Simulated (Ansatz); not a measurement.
# LiBeF3 (model cell, started as cubic perovskite with Be in the octahedra): a soft mode frozen in, part 3 of 3

Aim: this structure of LiBeF3 (model cell, started as cubic perovskite with Be in the octahedra) is to be tested for unstable modes, and one is followed downhill.

Ansatz 0.2.0; DFT PBE, scalar-relativistic, plane waves, PAW; PAW set soft_1.

So far. Step 5 (Energy along the mode, all amplitudes (two of the runs …): The lowest of the steps tried is at 0.45 Å, 19.5 meV/atom below the parent; the bottom of the well need not coincide with a step. Step 7 (The new phase in its own primitive cell): The largest force component left is 0.26 meV/Å and the pressure is 0.001 GPa, within the tolerances set. The cell now holds 11.82 Å³/atom. The relaxed cell has a, b, c = 2.768, 5.228, 8.169 Å (conventional setting).

The structure was built from a prototype and need not be the compound's stable phase.

### 8. Modes of the new phase, k-mesh 8×4×4

A relaxed structure may still be a saddle point, so its zone-centre modes are computed. The response to a homogeneous field gives the Born charges and the dielectric tensor.

File input.yaml:

```yaml
crystal:
  lattice:
    - [2.7675287613, 0.0, 0.0]
    - [0.0, 2.6139276611, 4.0846971522]
    - [0.0, -2.6139276611, 4.0846971522]
  atoms:
    - { symbol: Li, position: [0.0, 0.2083353652, 0.2083353652] }
    - { symbol: Be, position: [0.5, 0.5691309961, 0.5691309961] }
    - { symbol: F, position: [0.5, 0.4194826216, 0.9153982174] }
    - { symbol: F, position: [0.5, 0.9153982174, 0.4194826216] }
    - { symbol: F, position: [0.0, 0.4590215842, 0.4590215842] }
kpoints:
  mp_grid: { grid: [8, 4, 4] }
hamiltonian:
  xc: pbe
  pseudopotentials: { kind: paw, azcp: { folder: soft_1 } }
scf:
  occupations: { method: fixed }
output:
  eigenvalues: true
phonons:
  method: dfpt
  dielectric: true
  rigid_motions: translations
```

Run with:

```
> ansatz run input.yaml --threads 4 --pin off --max-ram 16384MiB --backend cpu --events-out ev --progress --plain --runs-dir out
```

Numbers of over 12 decimals in the logs are rounded to 6 here.

The log of the run:

```text
[...]
Crystal: 5 atoms, lattice volume = 59.098 Å³
Basis set: ecut = 420 eV, 1153 PW (Γ), exchange–correlation on 40×72×72 points (8 copies of the dense FFT grid, shifted against one another)
Bands: 18, of which v1, the nominal top of the filled ones, is band 13 counted from 1 (12 counted from 0)
Symmetry: 4 space group operations
k-points: 68 of 128 (irreducible under 1 space group operation, time reversal used)
[...]
SCF iter   1: F=—  HF=-2730.394898 eV  |F-HF|=—  |Δ(HF+E_count)|=         —  Δρ=6.56e-2  dr2=2.33e0  ethr=3.10e-3  ⟨swp⟩=4.9  Hψ=5912  notcnv=0  defer=192
[...]
SCF iter  10: F=-2729.892954 eV  HF=-2729.892954 eV  |F-HF|=1.36e-12  |Δ(HF+E_count)|=  2.86e-10  Δρ=7.50e-8  dr2=3.14e-12  ethr=1.00e-12  ⟨swp⟩=11.3  Hψ=7009  notcnv=0
SCF 1 converged in 10 iterations: F = -2729.892954 eV  dr2 = 3.14e-12
[...]
NSCF: frozen V_eff on 2 k-points
DFPT response loops at Γ: preconditioner auto → none (the input reference at scf.mixing.eps_inf says where Resta's filter doesn't serve); β = 0.50; Broyden in place of MSR1
SCF converged after 10 iterations
Free energy (F): -2729.892954 eV
[...]
Internal energy: -2729.892954 eV  (E = F + TS)
E sigma→0 (E₀):  -2729.892954 eV
Fermi energy:    -1.655020 eV
[...]
--- Band table (eV; the first three rows and the last of 68) ---
  k-point 0: bands = [... 9 lower, -2.4351, -1.9566, -1.7230, -1.6960, 5.8792, 9.9046, 11.4922, 12.2624, ... 1 higher]
  k-point 1: bands = [... 9 lower, -2.5041, -1.9375, -1.9195, -1.7438, 6.4878, 9.4521, 10.9028, 12.4990, ... 1 higher]
  k-point 2: bands = [... 9 lower, -2.6534, -2.1007, -1.9009, -1.8092, 7.6982, 8.2459, 10.5598, 13.1501, ... 1 higher]
  k-point 67: bands = [... 9 lower, -2.7818, -2.4365, -2.3915, -1.6550, 10.3093, 11.2138, 11.3536, 12.2925, ... 1 higher]
--- Phonons (Γ-DFPT): 12 representative perturbations + reference, on 68 of 128 k-points (Σ response iterations 42) ---
  k mesh reduced under 1 symmetry operation, with k and −k counted as one. Each operation leaves every solved perturbation unchanged. A smaller set is not considered because the run solves the response to a homogeneous field
  ASR residual: 1.979e-3 → 0.000e0 eV/Å²; symmetrization residual: 8.438e-7 eV/Å²
  ASR residual per site (eV/Å²): 2.13e-4 1.98e-3 5.19e-4 5.19e-4 1.00e-4
[...]
ε∞ (high-frequency dielectric tensor):
        1.808195     0.000000     0.000000
       -0.000000     1.760449    -0.000000
        0.000000     0.000000     1.731019
  ε⁰ (static dielectric tensor: ions relaxed, cell fixed):
        5.101613     0.000000     0.000000
        0.000000     3.713265    -0.000000
        0.000000    -0.000000     4.010812
  ε⁰ − ε∞ (ionic part):
        3.293418     0.000000     0.000000
        0.000000     1.952815    -0.000000
        0.000000    -0.000000     2.279793
  softest optical mode at Γ: 61.49 cm⁻¹; the repairs (sum rule, projections) moved no ω² at Γ by more than (7.76 cm⁻¹)²
  Born effective charges Z* (e; rows j = field, columns β = displacement):
    site 0:
         1.07632   -0.00000    0.00000
         0.00000    1.11482    0.00000
         0.00000   -0.00000    0.95154
    site 1:
         1.96621    0.00000    0.00000
        -0.00000    1.78630   -0.00000
         0.00000    0.00000    1.54884
    site 2:
        -0.87126    0.00000   -0.00000
         0.00000   -1.15637    0.27527
        -0.00000    0.27479   -0.76460
    site 3:
        -0.87126   -0.00000   -0.00000
        -0.00000   -1.15637   -0.27527
        -0.00000   -0.27479   -0.76460
    site 4:
        -1.30000   -0.00000   -0.00000
         0.00000   -0.58838   -0.00000
        -0.00000    0.00000   -0.97117
  Z* charge neutrality: 1.447e-5 e pre-enforcement
  k-mesh period / interband length: 19.4 Å / 0.74 Å = 26.37 at k = (0.0000, 0.0000, 0.0000), direct gap 7.575 eV — 14 or more, which is no proof of convergence
  optical modes at Γ without the LO–TO term, one row a degenerate level:
      ω (cm⁻¹)  modes    IR ((D/Å)²/amu)
         61.49      1             0.0005
        207.68      1             0.0000
        274.12      1             0.0416
        303.70      1             4.6566
        313.98      1             0.0752
        348.83      1             2.7413
        386.48      1             5.3136
        451.61      1             4.0405
        472.13      1            12.2884
        540.96      1             0.2471
        790.44      1             6.9208
        897.03      1             9.3698
  optical modes at Γ + LO–TO along q̂ = [1.0000, 0.0000, 0.0000]:
      ω (cm⁻¹)  modes    IR ((D/Å)²/amu)
         61.49      1             0.0005
        207.68      1             0.0000
        274.49      1             0.0025
        303.70      1             4.6566
[...]
optical modes at Γ + LO–TO along q̂ = [0.0000, 1.0000, 0.0000]:
      ω (cm⁻¹)  modes    IR ((D/Å)²/amu)
[...]
optical modes at Γ + LO–TO along q̂ = [0.0000, 0.0000, 1.0000]:
      ω (cm⁻¹)  modes    IR ((D/Å)²/amu)
         61.49      1             0.0005
        207.68      1             0.0000
        274.12      1             0.0416
        313.81      1             0.0004
        348.83      1             2.7413
        386.48      1             5.3136
        406.43      1             2.4476
        451.61      1             4.0405
        472.13      1            12.2884
        545.89      1             0.2617
        891.45      1             9.1900
        897.03      1             9.3698
```

Wall time 34 s (4 threads of Arm Neoverse V1, shared host); peak memory 0.58 GiB.

Numbers from this step:

* sum-rule residual before enforcement: 0.001979 eV/Å²
* miss of the charge sum rule: 1.45e-5 e
* point group: mm2
* highest optical mode at the zone centre (no LO-TO term): 897.0 cm⁻¹
* lowest optical zone-centre mode: 61.49 cm⁻¹
* mean high-frequency dielectric constant: 1.767
* largest Born charge (third of the trace): 1.767 e
* mean static dielectric constant: 4.275
* top of the zone-centre spectrum with the field: 1017 cm⁻¹

Without the LO-TO term. Patterns of degenerate modes are one choice out of their space. The modes at Γ (shares of kinetic energy by element, %):

| mode | frequency (cm⁻¹) | symmetry | Li % | Be % | F % |
| --- | --- | --- | --- | --- | --- |
| 1 | 0.0 | acoustic | 10 | 12 | 78 |
| 2 | 0.0 | acoustic | 10 | 12 | 78 |
| 3 | 0.0 | acoustic | 10 | 12 | 78 |
| 4 | 61.5 | B2 | 0 | 0 | 99 |
| 5 | 207.7 | A2 | 0 | 0 | 100 |
| 6 | 274.1 | B1 | 17 | 17 | 67 |
| 7 | 303.7 | A1 | 84 | 0 | 15 |
| 8 | 314.0 | A1 | 4 | 3 | 93 |
| 9 | 348.8 | B2 | 30 | 4 | 66 |
| 10 | 386.5 | B1 | 74 | 0 | 26 |
| 11 | 451.6 | B2 | 58 | 1 | 40 |
| 12 | 472.1 | B1 | 0 | 71 | 29 |
| 13 | 541.0 | A1 | 1 | 10 | 89 |
| 14 | 790.4 | A1 | 1 | 75 | 25 |
| 15 | 897.0 | B2 | 2 | 82 | 16 |

Displacements in mode 4 (61.5 cm⁻¹), the largest set to 1:
```
Li1  0.00 -0.18  0.00
Be2  0.00  0.15  0.00
F3   0.00 -0.47 -1.00
F4   0.00 -0.47  1.00
F5   0.00  0.93  0.00
```

Displacements in mode 10 (386.5 cm⁻¹), the largest set to 1:
```
Li1  1.00  0.00  0.00
Be2  0.05  0.00  0.00
F3  -0.24  0.00  0.00
F4  -0.24  0.00  0.00
F5   0.10  0.00  0.00
```

Optical modes at the zone centre, without and with the macroscopic field of the longitudinal modes; each column is sorted by frequency, so a row need not hold one and the same mode. Modes with and without the field, by row:

| rank among optical modes | no field (cm⁻¹) | q along (1, 0, 0) (cm⁻¹) | q along (0, 1, 0) (cm⁻¹) | q along (0, 0, 1) (cm⁻¹) |
| --- | --- | --- | --- | --- |
| 1 | 61.5 | 61.5 | 61.5 | 61.5 |
| 2 | 207.7 | 207.7 | 207.7 | 207.7 |
| 3 | 274.1 | 274.5 | 274.1 | 274.1 |
| 4 | 303.7 | 303.7 | 303.7 | 313.8 |
| 5 | 314 | 314 | 314 | 348.8 |
| 6 | 348.8 | 348.8 | 378 | 386.5 |
| 7 | 386.5 | 410.6 | 386.5 | 406.4 |
| 8 | 451.6 | 451.6 | 472.1 | 451.6 |
| 9 | 472.1 | 541 | 533.6 | 472.1 |
| 10 | 541 | 745.4 | 541 | 545.9 |
| 11 | 790.4 | 790.4 | 790.4 | 891.5 |
| 12 | 897 | 897 | 1017 | 897 |

Born charge (rows field, columns displacement) (e), principal values of the symmetric part by kind of site:

| atom | atoms with these values | low | middle | high | mean |
| --- | --- | --- | --- | --- | --- |
| Li1 | 1 | 0.95 | 1.08 | 1.11 | 1.05 |
| Be2 | 1 | 1.55 | 1.79 | 1.97 | 1.77 |
| F3 | 2 | -1.30 | -0.87 | -0.62 | -0.93 |
| F5 | 1 | -1.30 | -0.97 | -0.59 | -0.95 |

In full for F3:

```
-0.87  0.00  0.00
 0.00 -1.16  0.28
 0.00  0.27 -0.76
```

High-frequency dielectric tensor:

```
1.81 0.00 0.00
0.00 1.76 0.00
0.00 0.00 1.73
```

Static dielectric tensor (ions relaxed, fixed cell):

```
5.10 0.00 0.00
0.00 3.71 0.00
0.00 0.00 4.01
```

Transverse modes. Lines of the infrared spectrum (strongest = 100):

| position (cm⁻¹) | label | relative intensity |
| --- | --- | --- |
| 62 | B2 | 0.0 |
| 208 | A2 | 0.0 |
| 274 | B1 | 0.3 |
| 304 | A1 | 38 |
| 314 | A1 | 0.6 |
| 349 | B2 | 22 |
| 386 | B1 | 43 |
| 452 | B2 | 33 |
| 472 | B1 | 100 |
| 541 | A1 | 2.0 |
| 790 | A1 | 56 |
| 897 | B2 | 76 |

Before it was imposed, the acoustic sum rule was missed by 0.0020 eV/Å² and the charge sum rule by 1.4e-5 e. Small misses are needed for a sound result but don't prove that mesh and cutoff are converged. The lowest optical mode is real, 61.5 cm⁻¹.

### 9. What came out

```yaml
unstable_mode_of_the_parent: q = (0, 0, 0), 208i cm⁻¹
depth_at_the_lowest_point_sampled: 19.5 meV/atom
largest_atomic_shift_at_that_point: 0.45 Å
space_group_reached_within_0p01_a: Amm2
energy_gained_over_the_parent_first_relaxation_on_the_mesh_of_the_frozen_mode: 295 meV/atom
volume_per_atom_phase_reached: 11.8 Å³
gap_on_the_k_mesh_phase_reached: 7.53 eV
lowest_optical_zone_centre_mode_phase_reached: 61.5 cm⁻¹
highest_optical_mode_at_the_zone_centre_no_lo_to_term_phase_reached: 897 cm⁻¹
```

In words: Along this mode the structure falls into Amm2, 295 meV/atom below the parent. At the parent's cell the well is 19.49 meV/atom deep on the steps tried, with its lowest point at a shift of 0.45 Å. Relaxing atoms and cell changes the gain by +275.65 meV/atom against the lowest step (energies at zero smearing). Most of the total comes from this relaxation. The new phase has no imaginary mode at the zone centre of its cell; other wavevectors were not checked. Of the 4 patterns followed to their end from this parent, this one reaches the lowest energy. Each path keeps the symmetry of its pattern, so a lower phase may lie along a pattern not tried. The starting cell was built on a prototype and not taken from a measurement, so the phase need not exist.

[Logs are printed without paths, hosts, clocks, repeated set-up lines and the standing remarks that a program may print on its own settings, such as how far it seeks lower states.]

[Hosts, paths, dates, database ids (printed as entryN), source tags and the programs' standing remarks are cut or masked in the printed files.]
